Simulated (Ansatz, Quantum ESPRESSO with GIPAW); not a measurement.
# From a field gradient to a quadrupolar line: 39K in KCSeN

A plane-wave PAW calculation (PBEsol, Ansatz) gives this electric field gradient, in 10²¹ V/m² and Cartesian axes, at one K site of KCSeN (atom 5; KN3Se3; site symmetry 1):

```
     -0.4372       -0.3133        0.1834
     -0.3133        0.0065        0.4014
      0.1834        0.4014        0.4307
```

39K has spin 3/2, Q = 0.0603 barn and |γ|/2π = 1.9893 MHz/T. The cell is the P2_1/c form of a database entry, atoms relaxed, static and at 0 K. The PAW files were made for PBE.

**Task.** Find C_Q, η_Q and ν_Q, and the shift and width of the central transition under fast MAS at 14.1 T and 20 T.

1. The tensor is symmetric and traceless. Its eigenvalues, ordered by size, are V_xx = 0.0405, V_yy = 0.6726 and V_zz = -0.7131.

2. η_Q = (V_xx − V_yy)/V_zz = 0.887.

3. C_Q = eQV_zz/h. One unit of 10²¹ V/m² with one barn gives 24.18 MHz, so C_Q = 24.18 × 0.0603 × −0.7131 = -1.040 MHz. A spectrum shows its size, not its sign.

4. ν_Q = 3C_Q/[2I(2I−1)] = 0.520 MHz in size, and P_Q = |C_Q|√(1 + η²/3) = 1.168 MHz.

5. The resonances lie at ν0 = 28.05 and 39.79 MHz, so ν_Q/ν0 is 0.019 at most and second order holds. The centre of gravity moves by δ_Q = −(3/40)(P_Q/ν0)² F × 10⁶ ppm, with F = [I(I+1) − 3/4]/[I²(2I−1)²] = 0.3333: -43.3 ppm at 14.1 T and -21.5 ppm at 20 T.

6. Summing the second-order term over orientations gives a full width of 96.9 ppm (2.7 kHz) and 48.2 ppm (1.9 kHz). In ppm both fall as 1/B²: (14.1/20)² = 0.497. The spinning rate must pass the static width for this shape to show cleanly.

[Banner, clock, file and message-heading lines were taken out of the pw.x and gipaw.x logs.]

[Logs are printed without paths, hosts, clocks, repeated set-up lines and the standing remarks that a program may print on its own settings, such as how far it seeks lower states.]

[Hosts, paths, dates, database ids (printed as entryN), source tags and the programs' standing remarks are cut or masked in the printed files.]
